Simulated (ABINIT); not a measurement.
# Quasiparticle gap of TiNF (Pmmn) in ABINIT, part 3 of 3

How does a plane-wave GW calculation on TiNF (Pmmn) run from the first input to the gap?

ABINIT 10.8.3; LDA and many-body steps on it, plane waves. Known limits of the many-body steps: not at the basis limit; coarse k mesh.

So far. Step 3 (Bands along the symmetry lines): The gap is 0.650 eV, as in the run before at this level. Step 4 (Empty states on the mesh, 4×2×1 mesh, 95 bands): On this mesh the gap is 0.650 eV.

### Step 5. Screening, 4×2×1 mesh, 87 bands, screening to 106.1 eV

The RPA dielectric matrix is built and inverted for each q.

This step: RPA screening on LDA, plane waves, norm-conserving pseudopotentials.

Contents of run.abi:

```
acell 3*1.0 Angstrom
rprim 
  3.062004000000 0.000000000000 0.000000000000
  0.000000000000 3.964387000000 0.000000000000
  0.000000000000 0.000000000000 7.870826000000
ntypat 3
znucl 22 7 9
natom 6
typat 1 1 2 2 3 3
xred 
  0.500000000000 0.000000000000 0.895914000000
  0.000000000000 0.500000000000 0.104086000000
  0.500000000000 0.500000000000 0.939316000000
  0.000000000000 0.000000000000 0.060684000000
  0.000000000000 0.000000000000 0.724624000000
  0.500000000000 0.500000000000 0.275376000000
pp_dirpath "pseudos"
pseudos "Ti.upf, N.upf, F.upf"
ecut 38
ngkpt 4 2 1
nshiftk 1
shiftk 0 0 0
kptopt 1
chksymbreak 0
istwfk *1
occopt 1
irdwfk 1
optdriver 3
nband 87
ecuteps 3.9
inclvkb 2
awtr 1
symchi 1
indata_prefix "in"
outdata_prefix "out"
tmpdata_prefix "tmp"
```

The run is started by

```
> OMP_NUM_THREADS=1 mpirun -n 4 abinit run.abi > log
```

Numbers of over 12 decimals in the logs are rounded to 6 here.

Output:

```text
.Version 10.8.3 of ABINIT. v10.8.2 released Aug 2026.

 Symmetries : space group Pm m n (# 59); Bravais oP (primitive ortho.)
[... echo of the input left out ...]
== DATASET  1 ==================================================================
-   mpi_nproc: 4, omp_nthreads: 1 (-1 if OMP is not activated)

--- !DatasetInfo
iteration_state: {dtset: 1, }
dimensions: {natom: 6, nkpt: 6, mband: 87, nsppol: 1, nspinor: 1, nspden: 1, mpw: 7264, }
cutoff_energies: {ecut:  38.0, pawecutdg:  -1.0, }
electrons: {nelect:   4.80000000E+01, charge:   0.00000000E+00, occopt:   1.00000000E+00, tsmear:   1.00000000E-02, }

 SCREENING: Calculation of the susceptibility and dielectric matrices

 Based on a program developped by R.W. Godby, V. Olevano, G. Onida, and L. Reining.
 Incorporated in ABINIT by V. Olevano, G.-M. Rignanese, and M. Torrent.
.Using double precision arithmetic ; gwpc =  8

[... cell and pseudopotentials left out ...]
--------------------------------------------------------------------------------

 ==== K-mesh for the wavefunctions ====
 Number of points in the irreducible wedge :     6
[... list of points left out ...]
 Together with  8 symmetry operations and time-reversal symmetry
 yields     8 points in the full Brillouin Zone.

 ==== Q-mesh for the screening function ====
 Number of points in the irreducible wedge :     6
[... list of points left out ...]
 Together with  8 symmetry operations and time-reversal symmetry
 yields     8 points in the full Brillouin Zone.

 setmesh: FFT mesh size selected  =    24x   30x   60
          total number of points  =        43200

 vcoul_init : cutoff-mode = AUXILIARY_FUNCTION
 q-points for optical limit:   1
     1)      0.000010    0.000020    0.000030

- screening: taking advantage of time-reversal symmetry
- Maximum band index for partially occupied states nbvw = 24
- Remaining bands to be divided among processors   nbcw = 63
- Number of bands treated by each node ~15

 Number of electrons calculated from density =   48.0000; Expected =   48.0000
 average of density, n =  0.074446
 r_s =    1.4747
 omega_plasma =   26.3195 [eV]

 calculating chi0 at frequencies [eV] :
  1    0.000000E+00    0.000000E+00
  2    0.000000E+00    2.631945E+01

--------------------------------------------------------------------------------
  q-point number  1        q = ( 0.000000, 0.000000, 0.000000) [r.l.u.]
--------------------------------------------------------------------------------
[... chi0 elements left out ...]
 For q-point:  0.000010 0.000020 0.000030
  dielectric constant =  12.1635
  dielectric constant without local fields =  13.2429

  Average fulfillment of the sum rule on Im[epsilon] for q-point    1 :     46.33  [%]
[... wings left out ...]
  q-point number  2        q = ( 0.250000, 0.000000, 0.000000) [r.l.u.]
--------------------------------------------------------------------------------
[... chi0 elements left out ...]
  Average fulfillment of the sum rule on Im[epsilon] for q-point    2 :     52.32  [%]

 [... 4 further q-points ...]
```

Run time: 21 s. Hardware: 4 MPI ranks of Arm Neoverse V2, shared host; peak memory 1.2 GiB.

This step gave:

```
ε∞ with local fields, on this mesh, along the program's q direction : 12.16
the same without local fields                                       : 13.24
plasma frequency                                                    : 26.32 eV
plane waves in the screening matrix                                 : 247
```

Local fields lower ε∞ by 8 %. On a Γ-centred mesh this coarse the value itself is usually too large, while a short band sum pulls it down.

### Step 6. Self-energy, 4×2×1 mesh, 87 bands, screening to 106.1 eV

The self-energy is evaluated for the states that the input lists, and the levels follow from it, in one-shot runs by the linearised quasiparticle equation.

This step: G0W0 on LDA, plane waves, norm-conserving pseudopotentials.

run.abi, as its differences from that of step 5:

```diff
@@ -27,8 +27,15 @@
 irdwfk 1
-optdriver 3
+optdriver 4
 nband 87
+gwcalctyp 0
+ecutsigx 38
+symsigma 1
+nkptgw 1
+kptgw 
+  0.0000000000 0.0000000000 0.0000000000
+bdgw 
+  23 26
 ecuteps 3.9
-inclvkb 2
-awtr 1
-symchi 1
+irdscr 1
+ppmodel 1
 indata_prefix "in"
```

Output:

```text
.Version 10.8.3 of ABINIT. v10.8.2 released Aug 2026.

 Symmetries : space group Pm m n (# 59); Bravais oP (primitive ortho.)
[... echo of the input left out ...]
== DATASET  1 ==================================================================
-   mpi_nproc: 4, omp_nthreads: 1 (-1 if OMP is not activated)

--- !DatasetInfo
iteration_state: {dtset: 1, }
dimensions: {natom: 6, nkpt: 6, mband: 87, nsppol: 1, nspinor: 1, nspden: 1, mpw: 7264, }
cutoff_energies: {ecut:  38.0, pawecutdg:  -1.0, }
electrons: {nelect:   4.80000000E+01, charge:   0.00000000E+00, occopt:   1.00000000E+00, tsmear:   1.00000000E-02, }

 SIGMA: Calculation of the GW corrections

 Based on a program developped by R.W. Godby, V. Olevano, G. Onida, and L. Reining.
 Incorporated in ABINIT by V. Olevano, G.-M. Rignanese, and M. Torrent.
.Using double precision arithmetic ; gwpc =  8

[... cell and pseudopotentials left out ...]
--------------------------------------------------------------------------------

 ==== K-mesh for the wavefunctions ====
 Number of points in the irreducible wedge :     6
[... list of points left out ...]
 Together with  8 symmetry operations and time-reversal symmetry
 yields     8 points in the full Brillouin Zone.

 ==== Q-mesh for screening function ====
 Number of points in the irreducible wedge :     6
[... list of points left out ...]
 Together with  8 symmetry operations and time-reversal symmetry
 yields     8 points in the full Brillouin Zone.

 vcoul_init : cutoff-mode = AUXILIARY_FUNCTION
 q-points for optical limit:   1
     1)      0.000010    0.000020    0.000030
 setmesh: FFT mesh size selected  =    40x   48x   90
          total number of points  =       172800

 Number of electrons calculated from density =   48.0000; Expected =   48.0000
 average of density, n =  0.074446
 r_s =    1.4747
 omega_plasma =   26.3195 [eV]

 === KS Band Gaps ===
  >>>> For spin  1
   Minimum direct gap =   0.6503 [eV], located at k-point      :   0.0000  0.0000  0.0000
   Fundamental gap    =   0.6503 [eV], Top of valence bands at :   0.0000  0.0000  0.0000
                                       Bottom of conduction at :   0.0000  0.0000  0.0000
 SIGMA fundamental parameters:
 PLASMON POLE MODEL  1
 number of plane-waves for SigmaX                 7201
 number of plane-waves for SigmaC and W            247
 number of plane-waves for wavefunctions          7201
 number of bands                                    87
 number of independent spin polarizations            1
 number of spinorial components                      1
 number of k-points in IBZ                           6
 number of q-points in IBZ                           6
 number of symmetry operations                       8
 number of k-points in BZ                            8
 number of q-points in BZ                            8
 number of frequencies for dSigma/dE                 9
 frequency step for dSigma/dE [eV]                0.25
 number of omega for Sigma on real axis              0
 max omega for Sigma on real axis  [eV]           0.00
 zcut for avoiding poles [eV]                     0.10

 EPSILON^-1 parameters (SCR file):
 dimension of the eps^-1 matrix on file            247
 dimension of the eps^-1 matrix used               247
 number of plane-waves for wavefunctions          7201
 number of bands                                    87
 number of q-points in IBZ                           6
 number of frequencies                               2
 number of real frequencies                          1
 number of imag frequencies                          1

 matrix elements of self-energy operator (all in [eV])

 Perturbative Calculation

--- !SelfEnergy_ee
iteration_state: {dtset: 1, }
kpoint     : [   0.000,    0.000,    0.000, ]
spin       : 1
KS_gap     :    0.650
QP_gap     :    1.687
Delta_QP_KS:    1.037
data: !SigmaeeData |
     Band     E0 <VxcDFT>   SigX SigC(E0)      Z dSigC/dE  Sig(E)    E-E0       E
       23   0.845 -18.918 -21.915   3.734   0.746  -0.340 -18.368   0.550   1.395
       24   2.090 -18.198 -20.429   3.133   0.747  -0.339 -17.524   0.674   2.764
       25   2.741 -19.714 -12.313  -5.110   0.747  -0.340 -18.004   1.710   4.451
       26   3.491 -20.364 -12.138  -5.827   0.738  -0.354 -18.593   1.771   5.262

== END DATASET(S) ==============================================================
================================================================================

 -outvars: echo values of variables after computation  --------
           etotal      0.0000000000E+00
            nband          87
             nkpt           6
          spgroup          59
 [... the other variables as echoed above ...]

 Calculation completed.
```

Wall time 4.8 s (4 MPI ranks); peak memory 0.8 GiB.

This step gave:

| Item | Value |
| --- | --- |
| G0W0 gap on the points computed | 1.687 eV |
| starting gap on the mesh | 0.6504 eV |
| k of the valence top | 0, 0, 0 |
| k of the conduction bottom | 0, 0, 0 |
| Z at the valence top | 0.747 |
| Z at the conduction bottom | 0.747 |
| least direct G0W0 gap on the computed points | 1.687 eV |

The gap on the mesh goes from 0.65 eV to 1.69 eV, a correction of +1.04 eV.

Limits: finite bands, cutoff and mesh; coarse k mesh. v1 is the top filled band, c1 the lowest empty one. The levels before and after the correction (eV, zero at the valence-band top of each column):

```
           conduction bottom  valence top
Kohn-Sham               0.65         0.00
     G0W0               1.69         0.00
```

```
           level  energy (eV)
Kohn-Sham   Γ v2       -1.245
Kohn-Sham   Γ v1        0.000
Kohn-Sham   Γ c1        0.650
Kohn-Sham   Γ c2        1.401
     G0W0   Γ v2       -1.369
     G0W0   Γ v1        0.000
     G0W0   Γ c1        1.687
     G0W0   Γ c2        2.498
```

### Step 7. Where the time went

Times are wall times on 4 MPI ranks of Arm Neoverse V2, shared host, good to a factor of about two.

```
                          step     time  share  memory (GiB)
                  ground state  2.5 min   40 %          0.53
bands along the symmetry lines  2.8 min   44 %          0.64
      empty states on the mesh     36 s    9 %          0.37
                     screening     21 s    6 %           1.2
                   self-energy    4.8 s    1 %           0.8
```

### Step 8. What came out

| Quantity | Value |
| --- | --- |
| LDA gap | 0.65 eV, direct |
| G0W0 gap on the mesh | 1.69 eV |
| GW settings | 4×2×1 mesh, 87 bands, screening to 106.1 eV, Godby-Needs plasmon pole |
| known limits | not at the basis limit; coarse k mesh |

What this shows: G0W0 moves the gap on the mesh from 0.65 eV to 1.69 eV (+1.04 eV), with Z of 0.75 and 0.75 at the edges. Local fields lower the RPA ε∞ on this mesh from 13.24 to 12.16; a Γ-centred mesh this coarse tends to raise both, most where the direct gap is narrow, while a short band sum lowers them. Only 1 of the mesh's irreducible points was corrected, so a valley elsewhere could overtake. Bands and cutoff are finite, so the gap is not at the basis limit. The miss can reach some tenths of an eV and take either sign; the mesh is an error of its own. In the G0W0 run levels were corrected at 1 k point alone, so a gap called «on the mesh» is the least over those, and an edge elsewhere would be missed. The 4×2×1 mesh is coarse for this cell, which bears on the long-range parts of exchange and screening.

[Paths, hosts, dates, memory and timing lines, banners, echoed tables and standing remarks are left out of the program output.]

[Logs are printed without paths, hosts, clocks, repeated set-up lines and the standing remarks that a program may print on its own settings, such as how far it seeks lower states.]

[Runs of the session that timed out or met a known fault of the program may be left out.]

[Hosts, paths, dates, database ids (printed as entryN), source tags and the programs' standing remarks are cut or masked in the printed files.]

[G0W0 gaps are taken among the corrected bands and points alone; a level outside them can change the order at an edge.]

[Where Ansatz stands beside ABINIT at settings called matched, ABINIT's density can come from a denser mesh and the files from another edition; pairs whose starting gaps differed by over 0.03 eV were left out, so agreement reads better than it is.]
